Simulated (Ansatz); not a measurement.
**How K (Im-3m) expands on warming**

How much does K expand with temperature?

What experiment has found for this phase:
- heat capacity C_P per formula unit 29.4 J/mol/K near room temperature (given in “High-Throughput Prediction of Finite-Temperature Properties using the Quasi-Harmonic Approximation”, 2016, arXiv:1603.06924)

Calculated with Ansatz 0.2.0; DFT r2SCAN, scalar-relativistic, plane waves, PAW.

The database entry behind the starting cell lists a temperature near 5 K, so it need not match the best structure at ambient conditions.

## Step 1: Starting point

It takes space group Im-3m (No. 229, cubic). The conventional cell has a = 5.225 Å, b = 5.225 Å, c = 5.225 Å, α = 90.00°, β = 90.00°, γ = 90.00°. K has 8 K at 4.52 Å nearest.

## Step 2: Probe on a coarse mesh

Before spending time, one coarse run tells the gap and the pressure of the starting cell.

Contents of input.yaml:

```yaml
crystal:
  lattice:
    - [-2.6125, 2.6125, 2.6125]
    - [2.6125, -2.6125, 2.6125]
    - [2.6125, 2.6125, -2.6125]
  atoms:
    - { symbol: K, position: [0.0, 0.0, 0.0] }
kpoints:
  mp_grid: { grid: [6, 6, 6] }
hamiltonian:
  xc: r2scan
scf:
  occupations: { method: gaussian, width: 0.1 }
  lower_state_search: "off"
output:
  forces: true
  stress: true
  eigenvalues: true
```

On the command line:

```console
$ ansatz run input.yaml --threads 4 --pin off --max-ram 16384MiB --backend cpu --events-out ev --progress --plain --runs-dir out
```

Numbers of over 12 decimals in the logs are rounded to 6 here.

Output:

```text
Engine: ansatz 0.2.0, aarch64-unknown-linux-gnu
Pseudopotentials: kind: paw
Pseudopotential: K, paw, valence charge 9, recommended cutoff 500 eV (meta_gga), K.paw.azcp
Functional definition: r2SCAN
  parameter k0 = 0.174
  parameter k1 = 0.065
  parameter a1 = 4.9479
  exchange = r2scan_x(k0 = k0, k1 = k1, a1 = a1)
  correlation = r2scan_c
Crystal: 1 atoms, lattice volume = 71.323 Å³
Basis set: ecut = 500 eV, 1865 PW (Γ), exchange–correlation on 144×144×144 points (64 copies of the dense FFT grid, shifted against one another)
Bands: 9, of which v1, the nominal top of the filled ones, is band 5 counted from 1 (4 counted from 0)
Symmetry: 48 space group operations
Space group: Im-3m (ITA 229), of the structure as read, at distance tolerance 4.1e-5 Å
k-points: 16 of 216
Non-local potential: K, projectors of the file, l = 0: 3, l = 1: 2, l = 2: 2
PAW form: soft (Blöchl's): semilocal exchange-correlation on the pseudo side does not see the compensation charge
PAW frozen core: K, regenerated for the run's functional (the file was generated under x = pbe(κ = 0.804, μ = 0.219515), c = pbe(β = 0.066725))
PAW one-centre angular grid: K, 302 points (default); XC on 160 Gauss nodes
Initial density: superposition of atomic densities (neutral atoms: chi_scale 0, normalization atom), corrected by the library's trained network
Initial wavefunctions: pseudopotential atomic-orbital guess
Functional: x = r2scan, c = r2scan; τ floored in thin density (d = 2e-4 eV/Å³)
SCF iter   1: F=-1542.457802 eV  HF=-1542.456998 eV  |F-HF|=8.04e-4  |Δ(HF+E_count)|=         —  Δρ=2.27e-3  dr2=1.41e-3  dr2_τ=1.42e-4  ethr=1.77e-3  ⟨swp⟩=5.3  Hψ=1079  notcnv=0
preconditioner: auto → none  [insulator: Δε(μ)=0.305 eV  Ē_g=4.637 eV  σ=0.100 eV  W_gap=0.56  n_scr=12 (ndim 8)  ℏωp=4.4 eV  f_vac=0.000  D(μ)=2.48/eV (n_scr^D=18)  ε∞_Penn≈1.9]
SCF iter   2: F=-1542.458146 eV  HF=-1542.457789 eV  |F-HF|=3.57e-4  |Δ(HF+E_count)|=   7.91e-4  Δρ=1.01e-3  dr2=2.18e-4  dr2_τ=3.00e-5  ethr=1.57e-5  ⟨swp⟩=2.4  Hψ=394  notcnv=0  defer=7
SCF iter   3: F=-1542.458196 eV  HF=-1542.458166 eV  |F-HF|=3.00e-5  |Δ(HF+E_count)|=   3.77e-4  Δρ=2.63e-4  dr2=1.80e-5  dr2_τ=6.34e-6  ethr=2.42e-6  ⟨swp⟩=2.5  Hψ=208  notcnv=0  defer=7
iter 4 did not close the SCF: its close was put off for the readings that it lacked (scf_convergence_deferred on its scf_iter line)
SCF iter   4: F=-1542.458201 eV  HF=-1542.458201 eV  |F-HF|=1.10e-7  |Δ(HF+E_count)|=   3.48e-5  Δρ=2.02e-5  dr2=9.72e-8  dr2_τ=3.11e-8  ethr=2.00e-7  ⟨swp⟩=2.0  Hψ=193  notcnv=0  defer=7
iter 5 did not close the SCF: its close was put off for the readings that it lacked (scf_convergence_deferred on its scf_iter line)
SCF iter   5: F=-1542.458201 eV  HF=-1542.458201 eV  |F-HF|=5.75e-9  |Δ(HF+E_count)|=   1.74e-7  Δρ=3.86e-6  dr2=1.11e-8  dr2_τ=2.11e-9  ethr=1.08e-9  ⟨swp⟩=2.0  Hψ=209  notcnv=0  defer=7
SCF iter   6: F=-1542.458201 eV  HF=-1542.458201 eV  |F-HF|=5.30e-10  |Δ(HF+E_count)|=   1.97e-9  Δρ=9.22e-7  dr2=7.10e-10  dr2_τ=5.80e-11  ethr=1.23e-10  ⟨swp⟩=3.3  Hψ=615  notcnv=0
SCF 1 converged in 6 iterations: F = -1542.458201 eV  dr2 = 7.10e-10
  greatest PAW one-centre occupation: 0.990 electrons in one spin orbital (limit 2), on the K atom at site 0 (counted from 0), in its partial waves of l = 0
SCF converged after 6 iterations
Free energy (F): -1542.458201 eV
Harris-Foulkes:  -1542.458201 eV  (|F-HF|=5.30e-10)
Internal energy: -1542.445816 eV  (E = F + TS)
E sigma→0 (E₀):  -1542.452009 eV
Entropy (-TS):   -0.012385 eV (-12.385 meV/atom)
Fermi energy:    1.964061 eV
--- Per-component energies (eV) ---
  E_band       = -148.095894
  E_kinetic    = 252.361262
  E_local      = -746.885478  (includes V_loc(G=0)·N_el)
  E_nonlocal   = 12.797464
  E_hartree    = 265.885894
  E_xc         = -132.307882
  E_vxc        = -184.109897  (∫ρ·V_xc dr)
  E_paw        = -787.909751  (= ΣΔE_a)
  E_vpaw       = -25.189464  (= ΣTr[D̂ρ^β])
  E_aug_tail   = -0.000002  (compensation charges beyond the density's cutoff)
  E_vtau       = 11.159210  (kinetic-family band-sum trace: ∫τ·v_τ [+ j·A + Jᵃ·Aᵃ] dr)
  E_ewald      = -406.191138
  E_core_change = -0.196185  (= ΣΔE_core)
  E_smearing   = -0.012385  (= −TS)
  E_closure    = 0.000000  (closes the sum)
  Σ components = -1542.458201   (vs F -1542.458201, Δ=0.00e0)
--- Forces (eV/Å), atoms counted from 1 ---
  atom   1  K      0.00000000    -0.00000000     0.00000000
  max |Σ_I F_I| component: 2.57e-33 eV/Å
--- Stress (GPa, compression-positive) ---
        0.303331      -0.000000      -0.000000
       -0.000000       0.303331      -0.000000
        0.000000      -0.000000       0.303331
  P = ⅓ Tr σ = 0.3033 GPa (3.033 kbar)
--- Band table (eV; the first three rows and the last of 16) ---
  k-point 0: bands = ["-31.6212", "-14.2910", "-14.2910", "-14.2910", "-0.4071", "6.7255", "6.7255", "6.7255", "7.6924"]
  k-point 1: bands = ["-31.6200", "-14.3110", "-14.2975", "-14.2911", "-0.0339", "5.9912", "6.2922", "7.0217", "7.4264"]
  k-point 2: bands = ["-31.6174", "-14.3503", "-14.3103", "-14.2911", "1.0179", "4.2946", "5.6848", "7.5624", "7.7230"]
  k-point 15: bands = ["-31.6123", "-14.3466", "-14.3466", "-14.3466", "3.7042", "3.7042", "5.8037", "5.8037", "5.8037"]
```

Run time: 1.3 s. Hardware: 4 threads of Arm Neoverse V2, shared host; peak memory 0.46 GiB; 3 s of CPU time.

This step gave:

* pressure: 0.3033 GPa
* volume per atom: 71.32 Å³/atom
* gap on the k-mesh: 0 eV

The start is under 0.30 GPa at this level and looks like a metal on this mesh.

## Step 3: Relaxation

The vibrations must be taken about the equilibrium of this functional, not about the starting cell, so the structure is relaxed.

input.yaml, the sections that differ from step 2:

```yaml
kpoints:
  mp_grid: { grid: [12, 12, 12] }
output:
  forces: true
  stress: true
  eigenvalues: true
  write_density: true
  write_potential: true
  elf: true
  volumetric_format: npy
relax:
  adjacent_minimum: "off"
  f_tol: 0.005
  max_steps: 80
  cell: { stress_tol: 0.05 }
# crystal, hamiltonian, scf: as in step 2
```

Output:

```text
[...]
Crystal: 1 atoms, lattice volume = 71.323 Å³
Basis set: ecut = 500 eV, 1865 PW (Γ), exchange–correlation on 144×144×144 points (64 copies of the dense FFT grid, shifted against one another)
Bands: 9, of which v1, the nominal top of the filled ones, is band 5 counted from 1 (4 counted from 0)
Symmetry: 48 space group operations
[...]
k-points: 72 of 1728
[...]
SCF iter   1: F=-1542.475220 eV  HF=-1542.474679 eV  |F-HF|=5.41e-4  |Δ(HF+E_count)|=         —  Δρ=2.29e-3  dr2=1.46e-3  dr2_τ=1.45e-4  ethr=1.77e-3  ⟨swp⟩=5.3  Hψ=4846  notcnv=0
[...]
SCF iter   6: F=-1542.475599 eV  HF=-1542.475599 eV  |F-HF|=7.45e-10  |Δ(HF+E_count)|=   1.99e-7  Δρ=1.38e-6  dr2=1.19e-9  dr2_τ=1.03e-10  ethr=1.00e-9  ⟨swp⟩=6.8  Hψ=3734  notcnv=0
SCF 1 converged in 6 iterations: F = -1542.475599 eV  dr2 = 1.19e-9
[...]
relax step   1: F+E_penalty+E_count = -1542.47559948 eV  Δ(F+E_penalty+E_count) = +0.000e0 eV  max|allowed force component| = 0.000e0 eV/Å  Δτ_max = 0.0000 Å  P = +0.274 GPa  Ω = 71.323 Å³  (6 SCF iters, dr2 threshold 1.00e-7 eV, accepted)
Crystal: 1 atoms, lattice volume = 71.906 Å³
[...]
iter 1 solved again at ethr=2.15e-7 eV; its pass at ethr=3.10e-3 eV (dr2=1.94e-5 eV) is discarded
[...]
SCF iter   4: F=-1542.476516 eV  HF=-1542.476516 eV  |F-HF|=6.88e-9  |Δ(HF+E_count)|=   1.17e-7  Δρ=4.64e-6  dr2=2.31e-8  dr2_τ=1.14e-9  ethr=1.11e-9  ⟨swp⟩=5.4  Hψ=3168  notcnv=0
SCF 2 converged in 4 iterations: F = -1542.476516 eV  dr2 = 2.31e-8
relax step   2: F+E_penalty+E_count = -1542.47651578 eV  Δ(F+E_penalty+E_count) = -9.163e-4 eV  max|allowed force component| = 0.000e0 eV/Å  Δτ_max = 0.0000 Å  P = +0.238 GPa  Ω = 71.906 Å³  energy of the carried Pulay correction = -1.531e-5 eV  (4 SCF iters, dr2 threshold 1.00e-7 eV, accepted)
Crystal: 1 atoms, lattice volume = 76.078 Å³
Basis set: ecut = 500 eV, 1961 PW (Γ), exchange–correlation on 144×144×144 points (64 copies of the dense FFT grid, shifted against one another)
[...]
SCF iter   8: F=-1542.479626 eV  HF=-1542.479626 eV  |F-HF|=1.70e-8  |Δ(HF+E_count)|=   2.36e-9  Δρ=7.87e-6  dr2=5.19e-8  dr2_τ=5.75e-9  ethr=1.11e-9  ⟨swp⟩=5.2  Hψ=3107  notcnv=0
SCF 3 converged in 8 iterations: F = -1542.479626 eV  dr2 = 5.19e-8
relax step   3: F+E_penalty+E_count = -1542.47962559 eV  Δ(F+E_penalty+E_count) = -3.110e-3 eV  max|allowed force component| = 0.000e0 eV/Å  Δτ_max = 0.0000 Å  P = +0.018 GPa  Ω = 76.078 Å³  energy of the carried Pulay correction = -1.213e-4 eV  (8 SCF iters, dr2 threshold 1.00e-7 eV, accepted)
[...]
SCF iter   6: F=-1542.479763 eV  HF=-1542.479763 eV  |F-HF|=4.55e-13  |Δ(HF+E_count)|=  2.50e-11  Δρ=2.84e-8  dr2=5.69e-13  dr2_τ=3.45e-14  ethr=1.00e-12  ⟨swp⟩=5.0  Hψ=2108  notcnv=0
SCF 4 converged in 6 iterations: F = -1542.479763 eV  dr2 = 5.69e-13
relax step   4: F+E_penalty+E_count = -1542.47976312 eV  Δ(F+E_penalty+E_count) = -1.375e-4 eV  max|allowed force component| = 0.000e0 eV/Å  Δτ_max = 0.0000 Å  P = +0.019 GPa  Ω = 76.078 Å³  stress off target by 1.91e-2 GPa  SCF on the basis re-selected at this cell (its energy is not comparable with the rows above)  (6 SCF iters)
basis re-selected at this cell: Δ(F+E_penalty+E_count) = -1.375e-4 eV, ΔP = +0.001 GPa vs the last step (what re-selecting the basis moved, of the pressure what is left beyond the Pulay correction that the steps carried, after the strain that the cell walked since its last selection, with what the two solves' SCF thresholds leave and, on support functions, any second-order correction that the steps lacked; it is no measure of the basis error at this ecutwfc). This SCF's stress stands 1.91e-2 GPa from its target on what of the cell is left free (relax.cell.stress_tol is 5.00e-2 GPa) and its largest allowed force component is 0.00e0 eV/Å (relax.f_tol is 5.00e-3 eV/Å): [rest of the remark cut]
SCF converged after 6 iterations
Free energy (F): -1542.479763 eV
[...]
Internal energy: -1542.475015 eV  (E = F + TS)
E sigma→0 (E₀):  -1542.477389 eV
Entropy (-TS):   -0.004748 eV (-4.748 meV/atom)
Fermi energy:    1.660331 eV
[...]
--- Stress (GPa, compression-positive) ---
        0.019140      -0.000000       0.000000
        0.000000       0.019140      -0.000000
       -0.000000       0.000000       0.019140
  P = ⅓ Tr σ = 0.0191 GPa (0.191 kbar)
--- Band table (eV; the first three rows and the last of 72) ---
[...]
--- Relaxed structure (3 steps of the walk, 3 accepted, 1 SCFs on fresh bases) ---
  F+E_penalty+E_count = -1542.47976312 eV   max|allowed force component| = 0.000e0 eV/Å   (the final SCF, on the basis selected at the relaxed cell)
  cell:  # Å, volume = 76.0783 Å³
    - [-2.669318, 2.669318, 2.669318]
    - [2.669318, -2.669318, 2.669318]
    - [2.669318, 2.669318, -2.669318]
  atoms:
    - { symbol: K, position: [0.0, 0.0, 0.0] }
```

It took 7.6 s on 4 threads; peak memory 0.58 GiB; 28 s of CPU time.

Relaxation path:

```
step  energy less that of the first step (eV)  largest force component (eV/Å)  pressure (GPa)  volume (Å³)
   1                                   0.0000                          0.0000            0.27        71.32
   2                                  -0.0009                          0.0000            0.24        71.91
   3                                  -0.0040                          0.0000            0.02        76.08
  4*                                  -0.0042                          0.0000            0.02        76.08
```

Relaxation steps marked * repeat the geometry before them on a plane-wave basis chosen anew for their cell, so energy and pressure can jump there.

```
conventional cell, symmetrised  before  after  change
                         a (Å)   5.225  5.339  +2.2 %
                         b (Å)   5.225  5.339  +2.2 %
                         c (Å)   5.225  5.339  +2.2 %
              volume (Å³/atom)   71.32  76.08  +6.7 %
```

The relaxed structure:

```xyz
1
Lattice="-2.6693 2.6693 2.6693 2.6693 -2.6693 2.6693 2.6693 2.6693 -2.6693" Properties=species:S:1:pos:R:3 pbc="T T T"
K     0.0000    0.0000    0.0000
```

This step gave:

```
pressure        : 0.01914 GPa
volume per atom : 76.08 Å³/atom
```

Electrostatic potential energy in the ac plane of the conventional cell at fractional y = 0.000, with atoms of K within 0.2 Å of it. With pseudopotentials it is smooth inside the atoms' cores, unlike the true potential.

Ten even steps from '0' (-41 eV) to '9' (4 eV), each cell a mean:
```
005899999999720
147899999999852
678999999999987
899999999999999
999999999999999
999999999999999
999999999999999
999999999999999
999999999999999
999999999999999
999999999999999
889999999999988
468999999999875
026899999999740
004899999998610
```
Columns run along a (5.3 Å; values clipped at the 3rd and 97th percentile), rows up along c (5.3 Å), edges of the conventional cell, whose origin can differ from the input's. Atoms in or near the plane, at fractional coordinates: K at (0.00, 0.00).

ELF in the ac plane of the conventional cell at fractional y = 0.000, with atoms of K within 0.2 Å of it. It is the smooth field of the valence electrons, not physical close to the nuclei.

Ten even steps from '_' (0.04) to '@' (0.86), each cell a mean:
```
%%@@@@==____--++++..__..##@@@@
@@@@##::____==**++::____++@@@@
##**--____::++**++--____..++##
::..____..==++****++::______..
______..--++********==::______
....--==++************++--::..
==++++********++********++++++
++++**********++++**********++
----==++**************++++==--
____..--++**********++==::____
________::++******++--..______
==--..____--++****==..____::==
@@%%++..__..==**++--____--##@@
@@@@%%--____--++++..__..**@@@@
##@@@@==____--++==..__::##@@%%
```
Columns run along a (5.3 Å), rows up along c (5.3 Å), edges of the conventional cell, whose origin can differ from the input's. Atoms in or near the plane, at fractional coordinates: K at (0.00, 0.00).

Valence density in the ac plane of the conventional cell at fractional y = 0.000, with atoms of K within 0.2 Å of it. It is the smooth field of the valence electrons, not physical close to the nuclei.

Ten steps, logarithmic in the rise over the least value, from '0' (0.0 e/Å³) to '9' (4.1 e/Å³), each cell a mean:
```
996300000002589
875200000001368
542100000000135
210000000000012
000000000000000
000000000000000
000000000000000
000000000000000
000000000000000
000000000000000
100000000000000
321000000000123
764100000000256
986200000001479
997310000002589
```
Columns run along a (5.3 Å), rows up along c (5.3 Å), edges of the conventional cell, whose origin can differ from the input's. Atoms in or near the plane, at fractional coordinates: K at (0.00, 0.00).

The relaxation ends with a pressure of 0.02 GPa.

## Step 4: Tight relaxation

The thresholds are tightened for a last relaxation ahead of the phonons, and where mesh or smearing change with them the cell follows.

Contents of input.yaml:

```yaml
crystal:
  lattice:
    - [-2.6693180061, 2.6693180061, 2.6693180061]
    - [2.6693180061, -2.6693180061, 2.6693180061]
    - [2.6693180061, 2.6693180061, -2.6693180061]
  atoms:
    - { symbol: K, position: [0.0, 0.0, 0.0] }
kpoints:
  mp_grid: { grid: [12, 12, 12] }
hamiltonian:
  xc: r2scan
scf:
  occupations: { method: methfessel_paxton, width: 0.2 }
  lower_state_search: "off"
output:
  forces: true
  stress: true
  eigenvalues: true
relax:
  adjacent_minimum: "off"
  f_tol: 0.001
  max_steps: 60
  cell: { stress_tol: 0.01 }
```

Output:

```text
[...]
Crystal: 1 atoms, lattice volume = 76.078 Å³
Basis set: ecut = 500 eV, 1961 PW (Γ), exchange–correlation on 144×144×144 points (64 copies of the dense FFT grid, shifted against one another)
Bands: 9, of which v1, the nominal top of the filled ones, is band 5 counted from 1 (4 counted from 0)
Symmetry: 48 space group operations
[...]
k-points: 72 of 1728
[...]
-0.000000      -0.000000      -0.000005
  P = ⅓ Tr σ = -0.0000 GPa (-0.000 kbar)
--- Band table (eV; the first three rows and the last of 72) ---
[...]
--- Relaxed structure (3 steps of the walk, 3 accepted, 1 SCFs on fresh bases) ---
[...]
cell:  # Å, volume = 76.4640 Å³
    - [-2.673821, 2.673821, 2.673821]
    - [2.673821, -2.673821, 2.673821]
    - [2.673821, 2.673821, -2.673821]
  atoms:
    - { symbol: K, position: [0.0, 0.0, 0.0] }
[key lines of the parts left out:]
SCF converged after 5 iterations
Free energy (F): -1542.478227 eV
Fermi energy:    1.644268 eV
```

Elapsed: 6.9 s, on 4 threads; peak memory 0.57 GiB; 26 s of CPU time.

Relaxation path:

```
step  energy less that of the first step (eV)  largest force component (eV/Å)  pressure (GPa)  volume (Å³)
   1                                   0.0000                          0.0000            0.02        76.08
   2                                   0.0000                          0.0000            0.02        76.12
   3                                   0.0000                          0.0000            0.00        76.46
  4*                                   0.0000                          0.0000            0.00        76.46
```

Relaxation steps marked * repeat the geometry before them on a plane-wave basis chosen anew for their cell, so energy and pressure can jump there.

```
conventional cell, symmetrised  before  after  change
                         a (Å)   5.339  5.348  +0.2 %
                         b (Å)   5.339  5.348  +0.2 %
                         c (Å)   5.339  5.348  +0.2 %
              volume (Å³/atom)   76.08  76.46  +0.5 %
```

Final coordinates:

```cif
data_structure
_symmetry_space_group_name_H-M 'P 1'
_symmetry_Int_Tables_number 1
_cell_length_a 4.6312
_cell_length_b 4.6312
_cell_length_c 4.6312
_cell_angle_alpha 109.471
_cell_angle_beta 109.471
_cell_angle_gamma 109.471
_cell_volume 76.46
loop_
_atom_site_label
_atom_site_type_symbol
_atom_site_fract_x
_atom_site_fract_y
_atom_site_fract_z
_atom_site_occupancy
K1 K 0.00000 0.00000 0.00000 1
```

This step gave:

| Item | Value |
| --- | --- |
| pressure | -5.05e-6 GPa |
| volume per atom | 76.46 Å³/atom |

The residual pressure is -5.1e-6 GPa, small enough for phonons.

(Part 1 of 2 ends here.)

[Logs are printed without paths, hosts, clocks, repeated set-up lines and the standing remarks that a program may print on its own settings, such as how far it seeks lower states.]

[Hosts, paths, dates, database ids (printed as entryN), source tags and the programs' standing remarks are cut or masked in the printed files.]

[A step with changed settings may run another functional than the one named; its input shows which.]
